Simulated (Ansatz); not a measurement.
# Ni wire along [110], 35 atoms a period: bands along the axis

Wanted: the relaxed geometry and the bands of the Ni wire along [110], 35 atoms a period.

Main program and level: Ansatz 0.2.0; DFT PBE, plane waves, PAW; relaxation of a wire's period; PAW set soft_1, in the first sound run; inputs show where later runs differ.

### 1. Set-up

The cell holds 35 atoms: 35 Ni. Cell: a = 17.360 Å, b = 19.245 Å, c = 2.489 Å, α = 90.0°, β = 90.0°, γ = 90.0°. Vacuum lies along a and b. The structure's axis is c.

### 2. Relaxing the period

Band widths follow the bond lengths, so the wire is relaxed first. The atoms and the third cell vector are free; the box across stays fixed as vacuum. Moments are seeded so that a magnetic state can form if it lies lower. A Fermi-Dirac smearing is set since the result may be a metal. The pressure printed is a third of the stress's trace over the whole box, vacuum included; only the stress along the axis is relaxed.

Input file input.yaml:

```yaml
crystal:
  lattice:
    - [17.36, 0.0, 0.0]
    - [0.0, 19.245, 0.0]
    - [0.0, 0.0, 2.4890158698]
  atoms:
    - { symbol: Ni, position: [0.297235023, 0.62933518, 0.0], spin: 0.8 }
    - { symbol: Ni, position: [0.297235023, 0.500002062, 0.0], spin: 0.8 }
    - { symbol: Ni, position: [0.297235023, 0.758668299, 0.0], spin: 0.8 }
    - { symbol: Ni, position: [0.5, 0.62933518, 0.0], spin: 0.8 }
    - { symbol: Ni, position: [0.5, 0.500002062, 0.0], spin: 0.8 }
    - { symbol: Ni, position: [0.5, 0.758668299, 0.0], spin: 0.8 }
    - { symbol: Ni, position: [0.702764977, 0.62933518, 0.0], spin: 0.8 }
    - { symbol: Ni, position: [0.702764977, 0.500002062, 0.0], spin: 0.8 }
    - { symbol: Ni, position: [0.702764977, 0.758668299, 0.0], spin: 0.8 }
    - { symbol: Ni, position: [0.195852535, 0.306002383, 0.5], spin: 0.8 }
    - { symbol: Ni, position: [0.195852535, 0.435335502, 0.5], spin: 0.8 }
    - { symbol: Ni, position: [0.195852535, 0.564668621, 0.5], spin: 0.8 }
    - { symbol: Ni, position: [0.195852535, 0.69400174, 0.5], spin: 0.8 }
    - { symbol: Ni, position: [0.398617512, 0.176669265, 0.5], spin: 0.8 }
    - { symbol: Ni, position: [0.398617512, 0.306002383, 0.5], spin: 0.8 }
    - { symbol: Ni, position: [0.398617512, 0.435335502, 0.5], spin: 0.8 }
    - { symbol: Ni, position: [0.398617512, 0.564668621, 0.5], spin: 0.8 }
    - { symbol: Ni, position: [0.398617512, 0.69400174, 0.5], spin: 0.8 }
    - { symbol: Ni, position: [0.398617512, 0.823334858, 0.5], spin: 0.8 }
    - { symbol: Ni, position: [0.601382488, 0.176669265, 0.5], spin: 0.8 }
    - { symbol: Ni, position: [0.601382488, 0.306002383, 0.5], spin: 0.8 }
    - { symbol: Ni, position: [0.601382488, 0.435335502, 0.5], spin: 0.8 }
    - { symbol: Ni, position: [0.601382488, 0.564668621, 0.5], spin: 0.8 }
    - { symbol: Ni, position: [0.601382488, 0.69400174, 0.5], spin: 0.8 }
    - { symbol: Ni, position: [0.601382488, 0.823334858, 0.5], spin: 0.8 }
    - { symbol: Ni, position: [0.804147465, 0.306002383, 0.5], spin: 0.8 }
    - { symbol: Ni, position: [0.804147465, 0.435335502, 0.5], spin: 0.8 }
    - { symbol: Ni, position: [0.804147465, 0.564668621, 0.5], spin: 0.8 }
    - { symbol: Ni, position: [0.804147465, 0.69400174, 0.5], spin: 0.8 }
    - { symbol: Ni, position: [0.297235023, 0.370668943, 0.0], spin: 0.8 }
    - { symbol: Ni, position: [0.297235023, 0.241335824, 0.0], spin: 0.8 }
    - { symbol: Ni, position: [0.5, 0.370668943, 0.0], spin: 0.8 }
    - { symbol: Ni, position: [0.5, 0.241335824, 0.0], spin: 0.8 }
    - { symbol: Ni, position: [0.702764977, 0.370668943, 0.0], spin: 0.8 }
    - { symbol: Ni, position: [0.702764977, 0.241335824, 0.0], spin: 0.8 }
magnetization:
  spin_polarized: true
kpoints:
  mp_grid: { grid: [1, 1, 33] }
scf:
  occupations: { method: fermi_dirac, width: 0.05 }
hamiltonian:
  xc: pbe
  pseudopotentials: { kind: paw, azcp: { folder: soft_1 } }
relax:
  cell: { fix: [a, b, alpha, beta, gamma] }
  max_steps: 45
  f_tol: 0.03
```

The run is started by

```sh
$ ansatz run input.yaml --threads 16 --pin off --max-ram 61440MiB --backend cuda --events-out ev --progress --plain --runs-dir out --max-vram 78GiB
```

Numbers of over 12 decimals in the logs are rounded to 6 here.

Output:

```text
Engine: ansatz 0.2.0, aarch64-unknown-linux-gnu
Pseudopotentials: kind: paw
Pseudopotential: Ni, paw, valence charge 18, recommended cutoff 420 eV (normal), soft_1/Ni.paw.azcp
Functional definition: PBE
  parameter kappa = 0.804
  parameter beta = 0.066725
  exchange = pbe_x(kappa = kappa, mu = beta*pi^2/3)
  correlation = pbe_c(beta = beta)
concurrent solve slots: 12 of 16 are kept, ahead of what memory takes: no pass of the eigensolver takes more rounds on 12
[...]
Crystal: 35 atoms, lattice volume = 831.563 Å³
Basis set: ecut = 420 eV, 16207 PW (Γ), exchange–correlation on 240×270×36 points (8 copies of the dense FFT grid, shifted against one another)
Bands: 395, of which v1, the nominal top of the filled ones, is band 315 counted from 1 (314 counted from 0)
Symmetry: 8 space group operations
Space group: Pmmm (ITA 47), of the structure as read, at distance tolerance 9.4e-5 Å
Magnetic group: BNS 47.249 (UNI 347), of the structure as read, at distance tolerance 9.4e-5 Å
k-points: 17 of 33
Non-local potential: Ni, projectors of the file, l = 0: 3, l = 1: 2, l = 2: 3, l = 3: 1
PAW form: soft (Blöchl's): semilocal exchange-correlation on the pseudo side does not see the compensation charge
PAW one-centre angular grid: Ni, 590 points (default); XC on 64 Gauss nodes
Initial density: superposition of atomic densities (neutral atoms: chi_scale 0, normalization atom)
Starting moments: Σ|m| = 28 μB on 35 of 35 sites
Initial wavefunctions: pseudopotential atomic-orbital guess
[...]
Functional: x = pbe(κ = 0.804, μ = 0.219515), c = pbe(β = 0.066725)
SCF iter   1: F=—  HF=-204345.666029 eV  |F-HF|=—  |Δ(HF+E_count)|=         —  Δρ=2.92e-2 (↑1.66e-2 ↓2.92e-2)  dr2=5.19e1  dr2_m=1.92e0  M=28.352 μB ∫|m|=29.714 μB  β_m=0.30  ethr=3.10e-3  ⟨swp⟩=7.3  Hψ=57787  notcnv=0  defer=754
Mixer restart at iter 1: flushing history
preconditioner: auto → LDOS  [metal: Δε(μ)=0.002 eV  Ē_g=7.117 eV  σ=0.050 eV  W_gap=0.01  n_scr=194 (ndim 8)  ℏωp=24.1 eV  f_vac=0.458  D(μ)=70.08/eV (n_scr^D=880)]
spin=Collinear: LDOS preconditioning applied to the charge; magnetization (m = ρ↑ − ρ↓) channel mixes plain (no charge-response kernel on spin).
SCF iter   2: F=—  HF=-204349.371004 eV  |F-HF|=—  |Δ(HF+E_count)|=    3.70e0  Δρ=2.07e-2 (↑2.07e-2 ↓1.02e-2)  dr2=6.92e0  dr2_m=9.31e-1  M=27.776 μB ∫|m|=29.697 μB  β_m=0.33  ethr=3.10e-3  ⟨swp⟩=2.4  Hψ=21787  notcnv=0  defer=1747
[...]
SCF iter  19: F=-204374.581681 eV  HF=-204374.581681 eV  |F-HF|=6.21e-8  |Δ(HF+E_count)|=   2.76e-9  Δρ=1.72e-6 (↑4.06e-7 ↓1.72e-6)  dr2=6.51e-8  dr2_m=3.71e-9  M=24.355 μB ∫|m|=27.722 μB  ethr=6.11e-12  ⟨swp⟩=2.0  Hψ=38172  notcnv=0
SCF 1 converged in 19 iterations: F = -204374.581681 eV  dr2 = 6.51e-8
  greatest PAW one-centre occupation: 1.001 electrons in one spin orbital (limit 2), on the Ni atom at site 24 (counted from 0), in its partial waves of l = 1
relax step   1: F+E_penalty+E_count = -204374.58168138 eV  Δ(F+E_penalty+E_count) = +0.000e0 eV  max|allowed force component| = 7.081e-1 eV/Å  Δτ_max = 0.0000 Å  P = -2.875 GPa  Ω = 831.563 Å³  fix = [a, b, alpha, beta, gamma]  reactions: a -2.458, b -2.675 GPa  (19 SCF iters, dr2 threshold 1.00e-7 eV, accepted)
concurrent solve slots: 12 of 16 are kept, ahead of what memory takes: no pass of the eigensolver takes more rounds on 12
[...]
Crystal: 35 atoms, lattice volume = 824.932 Å³
Basis set: ecut = 420 eV, 16047 PW (Γ), exchange–correlation on 240×270×36 points (8 copies of the dense FFT grid, shifted against one another)
[...]
Starting moments: Σ|m| = 28 μB on 35 of 35 sites; this step starts from the density that it was given
[...]
iter 1 solved again at ethr=5.42e-5 eV; its pass at ethr=3.10e-3 eV (dr2=3.41e-1 eV) is discarded
SCF iter   1: F=—  HF=-204374.938624 eV  |F-HF|=—  |Δ(HF+E_count)|=         —  Δρ=3.68e-3 (↑2.45e-3 ↓3.68e-3)  dr2=3.49e-1  dr2_m=2.71e-2  M=24.328 μB ∫|m|=27.619 μB  β_m=0.30  ethr=5.42e-5  ⟨swp⟩=4.0  Hψ=67693  notcnv=0  defer=1
preconditioner: auto → LDOS  [metal: Δε(μ)=0.000 eV  Ē_g=7.089 eV  σ=0.050 eV  W_gap=0.00  n_scr=194 (ndim 8)  ℏωp=24.2 eV  f_vac=0.480  D(μ)=63.59/eV (n_scr^D=788)]
[...]
SCF 2 converged in 12 iterations: F = -204374.929980 eV  dr2 = 1.75e-7
[...]
SCF 3 converged in 12 iterations: F = -204375.089302 eV  dr2 = 1.51e-6
[...]
SCF 4 converged in 12 iterations: F = -204375.097125 eV  dr2 = 8.96e-8
[...]
SCF 5 converged in 13 iterations: F = -204375.091910 eV  dr2 = 6.73e-11
[...]
SCF converged after 13 iterations
[...]
--- Relaxed structure (4 steps of the walk, 4 accepted, 1 SCFs on fresh bases) ---
  F+E_penalty+E_count = -204375.09191001 eV   max|allowed force component| = 1.937e-2 eV/Å   (the final SCF, on the basis selected at the relaxed cell)
  cell:  # Å, volume = 817.3049 Å³
    - [17.36, 0, 0]
    - [0, 19.245, 0]
    - [0, 0, 2.446338]
  atoms:
    - { symbol: Ni, position: [0.295810, 0.627511, -7.822271347031758e-19] }
    - { symbol: Ni, position: [0.296053, 0.500000, 0] }
    - { symbol: Ni, position: [0.295332, 0.756241, -1.0408583874746836e-18] }
    - { symbol: Ni, position: [0.5, 0.628668, -2.852674468679636e-19] }
    - { symbol: Ni, position: [0.5, 0.500000, 0] }
    - { symbol: Ni, position: [0.5, 0.760508, 7.905476762612747e-19] }
    - { symbol: Ni, position: [0.704190, 0.627511, -7.822271347031762e-19] }
    - { symbol: Ni, position: [0.703947, 0.500000, 0] }
    - { symbol: Ni, position: [0.704668, 0.756241, -1.0408583874746838e-18] }
    - { symbol: Ni, position: [0.199074, 0.309272, 0.5] }
    - { symbol: Ni, position: [0.196004, 0.436765, 0.5] }
    - { symbol: Ni, position: [0.196004, 0.563235, 0.5] }
    - { symbol: Ni, position: [0.199074, 0.690728, 0.5] }
    - { symbol: Ni, position: [0.396338, 0.183671, 0.5] }
    - { symbol: Ni, position: [0.398585, 0.307096, 0.5] }
    - { symbol: Ni, position: [0.398377, 0.435267, 0.5] }
    - { symbol: Ni, position: [0.398377, 0.564733, 0.5] }
    - { symbol: Ni, position: [0.398585, 0.692904, 0.5] }
    - { symbol: Ni, position: [0.396338, 0.816329, 0.5] }
    - { symbol: Ni, position: [0.603662, 0.183671, 0.5] }
    - { symbol: Ni, position: [0.601415, 0.307096, 0.5] }
    - { symbol: Ni, position: [0.601623, 0.435267, 0.5] }
    - { symbol: Ni, position: [0.601623, 0.564733, 0.5] }
    - { symbol: Ni, position: [0.601415, 0.692904, 0.5] }
    - { symbol: Ni, position: [0.603662, 0.816329, 0.5] }
    - { symbol: Ni, position: [0.800926, 0.309272, 0.5] }
    - { symbol: Ni, position: [0.803996, 0.436765, 0.5] }
    - { symbol: Ni, position: [0.803996, 0.563235, 0.5] }
    - { symbol: Ni, position: [0.800926, 0.690728, 0.5] }
    - { symbol: Ni, position: [0.295810, 0.372489, 7.822271347031762e-19] }
    - { symbol: Ni, position: [0.295332, 0.243759, 1.0408583874746838e-18] }
    - { symbol: Ni, position: [0.5, 0.371332, 2.852674468679636e-19] }
    - { symbol: Ni, position: [0.5, 0.239492, -7.905476762612747e-19] }
    - { symbol: Ni, position: [0.704190, 0.372489, 7.822271347031758e-19] }
    - { symbol: Ni, position: [0.704668, 0.243759, 1.0408583874746836e-18] }
```

Run time: 74 s. Hardware: 1 × NVIDIA GB200 with 16 threads of Arm Neoverse V2, shared host; peak memory 1.9 GiB.

Relaxation path:

| step | energy less that of the first step (eV) | largest force component (eV/Å) | pressure (GPa) | volume (Å³) |
| --- | --- | --- | --- | --- |
| 1 | 0.0000 | 0.7081 | -2.87 | 831.56 |
| 2 | -0.3483 | 0.4331 | -1.46 | 824.93 |
| 3 | -0.5076 | 0.0882 | 0.31 | 816.60 |
| 4 | -0.5154 | 0.0194 | -0.01 | 817.30 |
| 5 | -0.5102 | 0.0194 | 0.00 | 817.30 |

The log counts 1 steps on a newly chosen plane-wave basis, not all of them marked here; energy and pressure can jump at such steps.

Forces are held to the 8 operations that the run works with; a distortion that breaks them can't arise in this run.

| cell as run | before | after | change |
| --- | --- | --- | --- |
| c (Å) | 2.489 | 2.446 | -1.7 % |

The atoms that moved most (Å, along periodic axes as changes of fractional coordinates times the final cell, across vacuum about the mean position):

| atom | dx | dy | dz | length |
| --- | --- | --- | --- | --- |
| Ni14 | -0.040 | 0.135 | 0.000 | 0.140 |
| Ni20 | 0.040 | 0.135 | 0.000 | 0.140 |
| Ni19 | -0.040 | -0.135 | 0.000 | 0.140 |
| Ni25 | 0.040 | -0.135 | 0.000 | 0.140 |
| Ni10 | 0.056 | 0.063 | 0.000 | 0.084 |
| Ni26 | -0.056 | 0.063 | 0.000 | 0.084 |
| Ni13 | 0.056 | -0.063 | 0.000 | 0.084 |
| Ni29 | -0.056 | -0.063 | 0.000 | 0.084 |

The relaxed structure:

```cif
data_structure
_symmetry_space_group_name_H-M 'P 1'
_symmetry_Int_Tables_number 1
_cell_length_a 17.3600
_cell_length_b 19.2450
_cell_length_c 2.4463
_cell_angle_alpha 90.000
_cell_angle_beta 90.000
_cell_angle_gamma 90.000
_cell_volume 817.30
loop_
_atom_site_label
_atom_site_type_symbol
_atom_site_fract_x
_atom_site_fract_y
_atom_site_fract_z
_atom_site_occupancy
Ni1 Ni 0.29581 0.62751 0.00000 1
Ni2 Ni 0.29605 0.50000 0.00000 1
Ni3 Ni 0.29533 0.75624 0.00000 1
Ni4 Ni 0.50000 0.62867 0.00000 1
Ni5 Ni 0.50000 0.50000 0.00000 1
Ni6 Ni 0.50000 0.76051 0.00000 1
Ni7 Ni 0.70419 0.62751 0.00000 1
Ni8 Ni 0.70395 0.50000 0.00000 1
Ni9 Ni 0.70467 0.75624 0.00000 1
Ni10 Ni 0.19907 0.30927 0.50000 1
Ni11 Ni 0.19600 0.43677 0.50000 1
Ni12 Ni 0.19600 0.56323 0.50000 1
Ni13 Ni 0.19907 0.69073 0.50000 1
Ni14 Ni 0.39634 0.18367 0.50000 1
Ni15 Ni 0.39858 0.30710 0.50000 1
Ni16 Ni 0.39838 0.43527 0.50000 1
Ni17 Ni 0.39838 0.56473 0.50000 1
Ni18 Ni 0.39858 0.69290 0.50000 1
Ni19 Ni 0.39634 0.81633 0.50000 1
Ni20 Ni 0.60366 0.18367 0.50000 1
Ni21 Ni 0.60142 0.30710 0.50000 1
Ni22 Ni 0.60162 0.43527 0.50000 1
Ni23 Ni 0.60162 0.56473 0.50000 1
Ni24 Ni 0.60142 0.69290 0.50000 1
Ni25 Ni 0.60366 0.81633 0.50000 1
Ni26 Ni 0.80093 0.30927 0.50000 1
Ni27 Ni 0.80400 0.43677 0.50000 1
Ni28 Ni 0.80400 0.56323 0.50000 1
Ni29 Ni 0.80093 0.69073 0.50000 1
Ni30 Ni 0.29581 0.37249 0.00000 1
Ni31 Ni 0.29533 0.24376 0.00000 1
Ni32 Ni 0.50000 0.37133 0.00000 1
Ni33 Ni 0.50000 0.23949 0.00000 1
Ni34 Ni 0.70419 0.37249 0.00000 1
Ni35 Ni 0.70467 0.24376 0.00000 1
```

This step gave:

| Quantity | Value |
| --- | --- |
| energy at zero smearing | -204374.8423 eV |
| total moment | 24.09 μB |
| absolute moment | 27.36 μB |
| cell length along the wire | 2.446 Å |

Site moment by element, in μB:

| element | atoms | mean | spread (r.m.s.) | least | largest |
| --- | --- | --- | --- | --- | --- |
| Ni | 35 | 0.726 | 0.040 | 0.656 | 0.771 |

The atoms farthest from the mean of their element:

| atom | x, y, z (Å) | site moment (μB) |
| --- | --- | --- |
| Ni17 | 6.92, 10.87, 1.22 | 0.656 |
| Ni16 | 6.92, 8.38, 1.22 | 0.656 |
| Ni22 | 10.44, 8.38, 1.22 | 0.656 |
| Ni23 | 10.44, 10.87, 1.22 | 0.656 |
| Ni5 | 8.68, 9.62, 0.00 | 0.663 |
| Ni6 | 8.68, 14.64, 0.00 | 0.676 |
| Ni33 | 8.68, 4.61, 0.00 | 0.676 |
| Ni12 | 3.40, 10.84, 1.22 | 0.771 |

The cell's length comes to 2.446 Å with an absolute moment of 27.36 μB a cell.

### 3. The wire at its relaxed period

This step: DFT PBE, plane waves, PAW; bands of a perfect wire; PAW set soft_1 (Ansatz 0.2.0).

At the relaxed period the bands are computed along the axis; those that cross an energy going forward count the channels that a perfect wire would open there.

Input file input.yaml:

```yaml
crystal:
  lattice:
    - [17.36, 0.0, 0.0]
    - [0.0, 19.245, 0.0]
    - [0.0, 0.0, 2.4463379099]
  atoms:
    - { symbol: Ni, position: [0.295810256, 0.62751064, 0.0], spin: 0.72 }
    - { symbol: Ni, position: [0.296052748, 0.5, 0.0], spin: 0.7 }
    - { symbol: Ni, position: [0.29533177, 0.756241185, 0.0], spin: 0.75 }
    - { symbol: Ni, position: [0.5, 0.628668486, 0.0], spin: 0.69 }
    - { symbol: Ni, position: [0.5, 0.5, 0.0], spin: 0.66 }
    - { symbol: Ni, position: [0.5, 0.760508102, 0.0], spin: 0.68 }
    - { symbol: Ni, position: [0.704189744, 0.62751064, 0.0], spin: 0.72 }
    - { symbol: Ni, position: [0.703947252, 0.5, 0.0], spin: 0.7 }
    - { symbol: Ni, position: [0.70466823, 0.756241185, 0.0], spin: 0.75 }
    - { symbol: Ni, position: [0.199073837, 0.309272052, 0.5], spin: 0.77 }
    - { symbol: Ni, position: [0.196004382, 0.436765328, 0.5], spin: 0.77 }
    - { symbol: Ni, position: [0.196004382, 0.563234672, 0.5], spin: 0.77 }
    - { symbol: Ni, position: [0.199073837, 0.690727948, 0.5], spin: 0.77 }
    - { symbol: Ni, position: [0.396338203, 0.183671078, 0.5], spin: 0.77 }
    - { symbol: Ni, position: [0.398584893, 0.307095873, 0.5], spin: 0.72 }
    - { symbol: Ni, position: [0.398377173, 0.43526697, 0.5], spin: 0.66 }
    - { symbol: Ni, position: [0.398377173, 0.56473303, 0.5], spin: 0.66 }
    - { symbol: Ni, position: [0.398584893, 0.692904127, 0.5], spin: 0.72 }
    - { symbol: Ni, position: [0.396338203, 0.816328922, 0.5], spin: 0.77 }
    - { symbol: Ni, position: [0.603661797, 0.183671078, 0.5], spin: 0.77 }
    - { symbol: Ni, position: [0.601415107, 0.307095873, 0.5], spin: 0.72 }
    - { symbol: Ni, position: [0.601622827, 0.43526697, 0.5], spin: 0.66 }
    - { symbol: Ni, position: [0.601622827, 0.56473303, 0.5], spin: 0.66 }
    - { symbol: Ni, position: [0.601415107, 0.692904127, 0.5], spin: 0.72 }
    - { symbol: Ni, position: [0.603661797, 0.816328922, 0.5], spin: 0.77 }
    - { symbol: Ni, position: [0.800926163, 0.309272052, 0.5], spin: 0.77 }
    - { symbol: Ni, position: [0.803995618, 0.436765328, 0.5], spin: 0.77 }
    - { symbol: Ni, position: [0.803995618, 0.563234672, 0.5], spin: 0.77 }
    - { symbol: Ni, position: [0.800926163, 0.690727948, 0.5], spin: 0.77 }
    - { symbol: Ni, position: [0.295810256, 0.37248936, 0.0], spin: 0.72 }
    - { symbol: Ni, position: [0.29533177, 0.243758815, 0.0], spin: 0.75 }
    - { symbol: Ni, position: [0.5, 0.371331514, 0.0], spin: 0.69 }
    - { symbol: Ni, position: [0.5, 0.239491898, 0.0], spin: 0.68 }
    - { symbol: Ni, position: [0.704189744, 0.37248936, 0.0], spin: 0.72 }
    - { symbol: Ni, position: [0.70466823, 0.243758815, 0.0], spin: 0.75 }
magnetization:
  spin_polarized: true
kpoints:
  mp_grid: { grid: [1, 1, 33] }
  band_path: { path: ["Γ", Z], npoints: 90 }
scf:
  occupations: { method: fermi_dirac, width: 0.05 }
hamiltonian:
  xc: pbe
  pseudopotentials: { kind: paw, azcp: { folder: soft_1 } }
output:
  dos: { e_range: [-5, 4] }
  write_potential: true
  write_density: true
  volumetric_format: npy
```

Output:

```text
[...]
Crystal: 35 atoms, lattice volume = 817.305 Å³
Basis set: ecut = 420 eV, 15823 PW (Γ)
Bands: 394, of which v1, the nominal top of the filled ones, is band 315 counted from 1 (314 counted from 0)
[... 1 set-up line as in the run before ...]
[...]
k-points: 17 of 33
[...]
Starting moments: Σ|m| = 25.44 μB on 35 of 35 sites
[...]
SCF iter   1: F=—  HF=-204346.105970 eV  |F-HF|=—  |Δ(HF+E_count)|=         —  Δρ=4.08e-2 (↑2.16e-2 ↓4.08e-2)  dr2=5.38e1  dr2_m=5.21e0  M=28.978 μB ∫|m|=30.455 μB  β_m=0.30  ethr=3.10e-3  ⟨swp⟩=7.4  Hψ=58177  notcnv=0  defer=776
[...]
SCF iter   6: F=—  HF=-204375.050795 eV  |F-HF|=—  |Δ(HF+E_count)|=   7.26e-1  Δρ=5.29e-3 (↑3.48e-3 ↓5.29e-3)  dr2=3.40e-1  dr2_m=3.35e-2  M=24.338 μB ∫|m|=27.548 μB  β_m=0.75  ethr=4.81e-5  ⟨swp⟩=2.4  Hψ=26654  notcnv=0  defer=1803
[...]
SCF iter  16: F=—  HF=-204375.092234 eV  |F-HF|=—  |Δ(HF+E_count)|=   2.01e-8  Δρ=2.32e-6 (↑1.88e-6 ↓2.32e-6)  dr2=7.86e-8  dr2_m=5.92e-9  M=24.094 μB ∫|m|=27.329 μB  β_m=0.50  ethr=3.02e-11  ⟨swp⟩=2.9  Hψ=27500  notcnv=0  defer=1800
[...]
SCF iter  18: F=-204375.092234 eV  HF=-204375.092234 eV  |F-HF|=2.45e-8  |Δ(HF+E_count)|=   9.14e-9  Δρ=1.18e-6 (↑3.29e-7 ↓1.18e-6)  dr2=2.89e-8  dr2_m=2.03e-9  M=24.094 μB ∫|m|=27.329 μB  ethr=1.25e-11  ⟨swp⟩=11.6  Hψ=55248  notcnv=0
SCF 1 converged in 18 iterations: F = -204375.092234 eV  dr2 = 2.89e-8
[...]
SCF converged after 18 iterations
[...]
```

The job ended after 36 s (1 × NVIDIA GB200 with 16 threads; peak memory 5 GiB; 6.2 min of CPU time).

Reading the cycles: dr2 is the Hartree energy of the density residual (eV), the measure of convergence; HF is the Harris–Foulkes estimate of the energy, which meets the free energy F at convergence.

This step gave:

| Quantity | Value |
| --- | --- |
| energy at zero smearing | -204374.8426 eV |
| band gap | 0 eV |

Between Γ and Z the bands cross the Fermi level 55 times, so a perfect wire would conduct at least 27.5 G₀, with an absolute moment of 27.36 μB a cell.

### 4. What came out

```yaml
cell_length_pbe: 2.446 Å
absolute_moment_pbe: 27.4 μB
ballistic_conductance_by_band_crossings_a_lower_bound_pbe: 27.5 G₀
```

**Reading.** Under PBE the cell's length is 2.45 Å, the absolute moment is 27.36 μB a cell, and the bands cross the Fermi level 55 times between Γ and Z, which gives a perfect wire at least 27.5 G₀ (opposite crossings within one step of the path cancel in such a count). In the perfect wire the moments were started parallel, and no opposed start was run. No search over magnetic orders was made; another may lie lower.

[Logs are printed without paths, hosts, clocks, repeated set-up lines and the standing remarks that a program may print on its own settings, such as how far it seeks lower states.]

[Hosts, paths, dates, database ids (printed as entryN), source tags and the programs' standing remarks are cut or masked in the printed files.]
